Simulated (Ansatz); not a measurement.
**Heat carried by phonons in NaCl (Fm-3m)**

Wanted: κ(T), lifetimes and mean free paths for NaCl.

Measurements to reproduce:
- thermal conductivity 7.1 W/m/K near room temperature (given in “Combining the AFLOW GIBBS and Elastic Libraries to efficiently and robustly screen thermo-mechanical properties of solids”, 2017, arXiv:1611.05714)
- thermal conductivity 7.1 W/m/K near room temperature (given in “Predicting the lattice thermal conductivity of solids by solving the Boltzmann transport equation: AFLOW - AAPL an automated, accurate and efficient framework”, 2017, arXiv:1611.05481)

Program: Ansatz 0.2.0. Level of theory: DFT r2SCAN, scalar-relativistic, plane waves, PAW. Results are calculated unless marked as measured.

This is a report of a sequence of runs, with most program output left out.

The database entry behind the starting cell differs from later determinations by our own check (an axis about 0.4 % short against later determinations), so it need not match the best structure at ambient conditions.

## 1. The starting structure

It takes space group Fm-3m (No. 225, cubic). Conventional cell: a = 5.620 Å, b = 5.620 Å, c = 5.620 Å, α = 90.00°, β = 90.00°, γ = 90.00°. Nearest to Na lie 6 Cl at 2.81 Å. Nearest to Cl lie 6 Na at 2.81 Å. Farther neighbours and most contacts between anions are not listed.

## 2. A first coarse run

A cheap single point shows whether the cell is a metal or an insulator and how far it is from rest; that sets the k-mesh and the occupations of what follows.

The input, input.yaml:

```yaml
crystal:
  lattice:
    - [0.0, 2.81, 2.81]
    - [2.81, 0.0, 2.81]
    - [2.81, 2.81, 0.0]
  atoms:
    - { symbol: Na, position: [0.0, 0.0, 0.0] }
    - { symbol: Cl, position: [0.5, 0.5, 0.5] }
kpoints:
  mp_grid: { grid: [6, 6, 6] }
hamiltonian:
  xc: r2scan
scf:
  occupations: { method: gaussian, width: 0.1 }
output:
  forces: true
  stress: true
  eigenvalues: true
```

The run is started by

```console
ansatz run input.yaml --threads 16 --pin off --max-ram 30720MiB --backend cpu --events-out ev --progress --plain --runs-dir out
```

The job ended after 0.7 s (16 threads of Arm Neoverse N1, shared host; peak memory 0.43 GiB).

Numbers from this step:

```
pressure          : -0.1743 GPa
gap on the k-mesh : 5.942 eV
volume per atom   : 22.19 Å³
```

The start is under -0.17 GPa at this level and looks like an insulator or semiconductor on this mesh.

## 3. Relaxation

The vibrations must be taken about the equilibrium of this functional, not about the starting cell, so the structure is relaxed.

input.yaml, the sections that differ from step 2:

```yaml
kpoints:
  mp_grid: { grid: [8, 8, 8] }
scf:
  occupations: { method: gaussian, width: 0.02 }
relax:
  adjacent_minimum: "off"
  f_tol: 0.005
  max_steps: 80
  cell: { stress_tol: 0.05 }
# crystal, hamiltonian, output: as in step 2
```

Elapsed: 2.6 s, on 16 threads; peak memory 0.48 GiB; 23 s of CPU time.

Relaxation path:

```csv
step,energy less that of the first step (eV),largest force component (eV/Å),pressure (GPa),volume (Å³)
1,0.0000,0.0000,-0.17,44.38
2,-0.0002,0.0000,-0.05,44.17
3,-0.0002,0.0000,0.00,44.09
4*,-0.0002,0.0000,0.00,44.09
```

Relaxation steps marked * repeat the geometry before them on a plane-wave basis chosen anew for their cell, so energy and pressure can jump there.

The run keeps the 48 symmetry operations that it works with, so distortions that break them were not tested.

| conventional cell, symmetrised | before | after | change |
| --- | --- | --- | --- |
| a (Å) | 5.620 | 5.608 | -0.2 % |
| b (Å) | 5.620 | 5.608 | -0.2 % |
| c (Å) | 5.620 | 5.608 | -0.2 % |
| volume (Å³/atom) | 22.19 | 22.05 | -0.6 % |

Final coordinates:

```
Na Cl
1.0
     0.00000    2.80398    2.80398
     2.80398    0.00000    2.80398
     2.80398    2.80398    0.00000
Na Cl
1 1
Direct
  0.00000 0.00000 0.00000
  0.50000 0.50000 0.50000
```

Numbers from this step:

- pressure: -4.62e-4 GPa
- gap on the k-mesh: 5.970 eV
- volume per atom: 22.05 Å³

The cell shrank by 0.6 % in volume.

## 4. Relaxing to small residual forces and stress

The thresholds are tightened for a last relaxation ahead of the phonons, and where mesh or smearing change with them the cell follows.

The input, input.yaml:

```yaml
crystal:
  lattice:
    - [0.0, 2.8039806026, 2.8039806026]
    - [2.8039806026, 0.0, 2.8039806026]
    - [2.8039806026, 2.8039806026, 0.0]
  atoms:
    - { symbol: Na, position: [0.0, 0.0, 0.0] }
    - { symbol: Cl, position: [0.5, 0.5, 0.5] }
kpoints:
  mp_grid: { grid: [9, 9, 9] }
hamiltonian:
  xc: r2scan
scf:
  occupations: { method: fixed }
output:
  forces: true
  stress: true
  eigenvalues: true
relax:
  adjacent_minimum: "off"
  f_tol: 0.001
  max_steps: 60
  cell: { stress_tol: 0.01 }
```

Run time: 1.6 s. Hardware: 16 threads; peak memory 0.49 GiB; 14 s of CPU time.

Little changed from the start: no atom moved by 0.005 Å and no cell edge by 0.1 %.

Numbers from this step:

* pressure: -4.23e-4 GPa

The residual pressure is -4.2e-4 GPa, small enough for phonons.

## 5. Anharmonic force constants and conductivity, dipole term asked yes

The supercell must be wider than twice the pair cutoff, and the number of displaced cells grows with the pairs inside it, which is where the cost lies.

input.yaml, the sections that differ from step 4:

```yaml
kpoints:
  mp_grid: { grid: [6, 6, 6] }
output:
  eigenvalues: true
phonons:
  method: fd
  dielectric: true
  qmesh: [6, 6, 6]
  temperatures: { t_max: 1000, t_step: 50 }
  qpath:
    path:
      - [[0.0, 0.0, 0.0], [0.5, 0.0, 0.5], [0.625, 0.25, 0.625]]
      - [[0.375, 0.375, 0.75], [0.0, 0.0, 0.0], [0.5, 0.5, 0.5], [0.5, 0.25, 0.75], [0.5, 0.0, 0.5]]
    npoints: 10
  third_order: { supercell: [3, 3, 3], pair_cutoff: 4.115 }
  lattice_thermal_conductivity:
    qmesh: [19, 19, 19]
    temperatures: [100.0, 150.0, 200.0, 300.0, 400.0, 500.0, 600.0, 800.0]
    isotope_mass_variance:
      - { species: Cl, variance: 0.0005827 }
      - { species: Na, variance: 0.0 }
# crystal, hamiltonian, scf: as in step 4
# relax: removed
```

Elapsed: 13 s, on 16 threads; peak memory 0.24 GiB.

The program refused the input before any cycle.

The program's message: “memory limit exceeded: the `scf loop` phase of `third-order reference` needs 30.98 GiB against the run's memory maximum of 30.00 GiB; largest carriers: ion tables 27.87 GiB, unmodelled-tail allowance …”

## 6. Third-order constants and the Boltzmann equation, dipole term asked no

Pairs of atoms inside the cutoff are displaced in a supercell, the forces give the cubic constants, and these give the three-phonon rates of the Boltzmann equation.

Edit input.yaml of step 5 so:

```diff
@@ -18,3 +18,3 @@
   method: fd
-  dielectric: true
+  dielectric: false
   qmesh: [6, 6, 6]
```

It took 13 s on 16 threads; peak memory 0.23 GiB.

The program refused the input before any cycle.

The program's message: “memory limit exceeded: the `scf loop` phase of `third-order reference` needs 30.98 GiB against the run's memory maximum of 30.00 GiB; largest carriers: ion tables 27.87 GiB, unmodelled-tail allowance …”

## 7. Outcome

| Item | Value |
| --- | --- |
| conductivity | not obtained on sound settings |

**Reading.** No conductivity was obtained: no run with a large enough supercell and cutoff finished.

[Logs are printed without paths, hosts, clocks, repeated set-up lines and the standing remarks that a program may print on its own settings, such as how far it seeks lower states.]

[Hosts, paths, dates, database ids (printed as entryN), source tags and the programs' standing remarks are cut or masked in the printed files.]

[A step with changed settings may run another functional than the one named; its input shows which.]
